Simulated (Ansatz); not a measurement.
# Lattice dynamics of InSe monolayer, part 3 of 3

Wanted: phonon frequencies of InSe monolayer and what follows from them.

Ansatz 0.2.0; DFT PBEsol, scalar-relativistic, plane waves, PAW; PAW set soft_1.

So far. Step 3 (Tight relaxation): The largest force component left is 0.17 meV/Å, within the tolerances set. Step 4 (Modes at Γ): Before it was imposed, the acoustic sum rule was missed by 8.7e-5 eV/Å² and the charge sum rule by 0.0050 e. Small misses are needed for a sound result but don't prove that mesh and cutoff are converged. The lowest optical mode is real, 36.3 cm⁻¹.

## (5) Phonons on a q mesh (continued)

The phonon density of states has structure finer than the step of the table below, so its rows give means over 10 cm⁻¹, whole bins alone (the curve runs from -7 to 227 cm⁻¹). Peaks (cm⁻¹: height): 45.0: 0.164, 57.0: 0.166, 85.0: 0.178, 121.0: 0.0895, 175.0: 0.348, 195.0: 0.186, 223.0: 0.271.

Tetrahedra on a 18×18×1 mesh, mean over bins of 2 cm-1. Interpolated from a 3×3×1 q mesh. Table of phonon density of states by wavenumber; means over each step:

wavenumber (cm⁻¹), phonon density of states (1/cm⁻¹/cell) and a bar:
```
        0      0.005 #
       10      0.009 ##
       20      0.018 ####
       30      0.030 ######
       40      0.088 #################
       50      0.101 ####################
       60      0.099 ###################
       70      0.049 #########
       80      0.053 ##########
       90      0.046 #########
      100      0.008 ##
      110      0.035 #######
      120      0.050 ##########
      130      0.006 #
      140      0.000 
      150      0.000 
      160      0.000 
      170      0.146 ############################
      180      0.155 ##############################
      190      0.138 ###########################
      200      0.058 ###########
      210      0.002 
      220      0.095 ##################
```

The partial phonon density of states has structure finer than the step of the table below, so its rows give means over 10 cm⁻¹, whole bins alone (the curve runs from -21.2 to 243 cm⁻¹). Peaks (cm⁻¹: height): In 45.3: 0.102, 61.9: 0.0663, 85.2: 0.0642, 121.8: 0.0206, 173.4: 0.0963, 191.7: 0.0892, 221.6: 0.0981; Se 48.6: 0.0498, 85.2: 0.0566, 121.8: 0.0311, 173.4: 0.190, 191.7: 0.118, 221.6: 0.0537.

Phonopy on the run's constants, 17x17x1 mesh, Gaussian sigma 2.0 cm-1. Interpolated from a 3×3×1 q mesh. Partial phonon density of states against wavenumber; means over each step; values in 1/cm⁻¹/cell:

```tsv
wavenumber (cm⁻¹)	In	Se
-10	0.00356	0.00248
0	0.00294	0.00201
10	0.00483	0.00325
20	0.0107	0.00691
30	0.0183	0.0107
40	0.0597	0.0276
50	0.0686	0.0404
60	0.0529	0.0353
70	0.0339	0.0159
80	0.0327	0.0209
90	0.0240	0.0222
100	0.00578	0.0140
110	0.00786	0.0159
120	0.0155	0.0238
130	0.00747	0.00968
140	3.6e-5	4.2e-5
150	0	0
160	7.5e-5	1.3e-4
170	0.0513	0.100
180	0.0545	0.0997
190	0.0679	0.0948
200	0.0132	0.0178
210	8.6e-5	4.6e-5
220	0.0531	0.0294
230	0.0108	0.00657
```

Symmetry leaves 3 wavevectors to solve. The lowest mode among them, the acoustic zeros apart, lies at Γ and is real, 36.3 cm⁻¹. Between them the interpolated path dips to 6i cm⁻¹.

## (6) Isotope substitution, element In, natural mass 114.818 amu

An isotope changes the mass and not the force constants, so no new electronic calculation is needed; the shifts show which modes move this element.

The same force constants with the mass of In changed from 114.818 to 112.904 u (phonopy, no LO-TO term). Both lists are sorted by frequency; levels can cross, so a row need not hold one and the same mode. Modes under 3 cm⁻¹ are left out. Isotope shifts, by row:

```tsv
q	rank	natural mass (cm⁻¹)	changed mass (cm⁻¹)
0 0 0	4	36.28	36.47
0 0 0	5	36.28	36.47
0 0 0	6	105.9	106.1
0 0 0	7	169.6	170.1
0 0 0	8	169.6	170.1
0 0 0	9	173.6	174.2
0 0 0	10	173.6	174.2
0 0 0	11	198.9	199.6
0 0 0	12	226.4	227.8
0 0.3333 0	1	38.64	38.87
0 0.3333 0	2	42.25	42.47
0 0.3333 0	3	57.99	58.32
0 0.3333 0	4	59.02	59.28
0 0.3333 0	5	85.52	85.93
0 0.3333 0	6	116	116.3
0 0.3333 0	7	171.1	171.6
0 0.3333 0	8	172.7	173.2
0 0.3333 0	9	175.2	175.7
0 0.3333 0	10	194.9	195.6
0 0.3333 0	11	195.1	195.9
0 0.3333 0	12	223	224.2
0.3333 0.3333 0	1	44.3	44.49
0.3333 0.3333 0	2	45.45	45.75
0.3333 0.3333 0	3	74.76	75.22
0.3333 0.3333 0	4	86.66	87.22
0.3333 0.3333 0	5	87.37	87.73
0.3333 0.3333 0	6	120.9	121.3
0.3333 0.3333 0	7	175.7	176
0.3333 0.3333 0	8	180.7	181.4
0.3333 0.3333 0	9	184.1	184.9
0.3333 0.3333 0	10	185	185.4
0.3333 0.3333 0	11	188.6	189.1
0.3333 0.3333 0	12	220.1	221.2
```

A mode of this element alone would shift by +0.84 %. The highest zone-centre frequency without the field goes from 226.4 to 227.8 cm⁻¹ (+0.6 %). The product of the frequency ratios over all optical modes at Γ is 1.036; the product rule, (m/m′)^(3k/2) (M′/M)^(3/2) with k = 2 such atoms and M the mass of the cell, gives 1.036.

## (7) Isotope substitution, element Se, natural mass 78.971 amu

The same for Se, from 78.97 to 81.92 u.

The same force constants with the mass of Se changed from 78.971 to 81.917 u (phonopy, no LO-TO term). Both lists are sorted by frequency; levels can cross, so a row need not hold one and the same mode. Modes under 3 cm⁻¹ are left out. Isotope shifts, by row:

```tsv
q	rank	natural mass (cm⁻¹)	changed mass (cm⁻¹)
0 0 0	4	36.28	36.02
0 0 0	5	36.28	36.02
0 0 0	6	105.9	104.5
0 0 0	7	169.6	167.7
0 0 0	8	169.6	167.7
0 0 0	9	173.6	171.7
0 0 0	10	173.6	171.7
0 0 0	11	198.9	196.8
0 0 0	12	226.4	225.2
0 0.3333 0	1	38.64	38.42
0 0.3333 0	2	42.25	41.97
0 0.3333 0	3	57.99	57.64
0 0.3333 0	4	59.02	58.5
0 0.3333 0	5	85.52	84.84
0 0.3333 0	6	116	114.6
0 0.3333 0	7	171.1	169
0 0.3333 0	8	172.7	170.6
0 0.3333 0	9	175.2	173.1
0 0.3333 0	10	194.9	192.8
0 0.3333 0	11	195.1	193.3
0 0.3333 0	12	223	221.5
0.3333 0.3333 0	1	44.3	43.9
0.3333 0.3333 0	2	45.45	45.27
0.3333 0.3333 0	3	74.76	74.38
0.3333 0.3333 0	4	86.66	86.28
0.3333 0.3333 0	5	87.37	86.55
0.3333 0.3333 0	6	120.9	119.5
0.3333 0.3333 0	7	175.7	173.2
0.3333 0.3333 0	8	180.7	179.1
0.3333 0.3333 0	9	184.1	182.4
0.3333 0.3333 0	10	185	182.4
0.3333 0.3333 0	11	188.6	186.2
0.3333 0.3333 0	12	220.1	218.6
```

A mode of this element alone would shift by -1.81 %. The highest zone-centre frequency without the field goes from 226.4 to 225.2 cm⁻¹ (-0.5 %). The product of the frequency ratios over all optical modes at Γ is 0.916; the product rule, (m/m′)^(3k/2) (M′/M)^(3/2) with k = 2 such atoms and M the mass of the cell, gives 0.916.

## (8) What came out

* space group after relaxation (within 0.01 Å): P-6m2
* area per atom: 3.46 Å²
* gap on the k-mesh: 1.65 eV
* highest optical mode at the zone centre (no LO-TO term): 226 cm⁻¹
* lowest optical zone-centre mode: 36.3 cm⁻¹
* largest Born charge (third of the trace): 1.64 e
* lowest mode on the q mesh (acoustic modes at Γ apart): 36.3 cm⁻¹
* highest frequency on the path or at a solved wavevector: 226 cm⁻¹
* imaginary modes on the 3×3×1 q mesh: none

In words: No mode is imaginary at the 3 irreducible wavevectors solved, but between them the interpolated path dips to 6.2i cm⁻¹, so stability is not settled. Without the field, the optical modes at Γ span 36 to 226 cm⁻¹. The highest mode in this list at Γ, 226.4 cm⁻¹, has its largest share on In (70 % of the kinetic energy). The strongest infrared line is at 174 cm⁻¹. Averaged over orientations, the strongest Raman line at 532 nm and 300 K is at 106 cm⁻¹. The tensors are the static, non-resonant ones, while 532 nm light (2.33 eV) lies above the computed gap. In a sheet or slab the interpolated bending branch near Γ is rough, since the rotational sum rule isn't imposed. Dielectric tensors refer to the cell with its vacuum. The PAW files were made for PBE and serve the other functionals too. The starting cell was built on a prototype and not taken from a measurement. These are harmonic frequencies at zero temperature: anharmonic shifts, linewidths and thermal expansion are left out.

[Logs are printed without paths, hosts, clocks, repeated set-up lines and the standing remarks that a program may print on its own settings, such as how far it seeks lower states.]

[Hosts, paths, dates, database ids (printed as entryN), source tags and the programs' standing remarks are cut or masked in the printed files.]
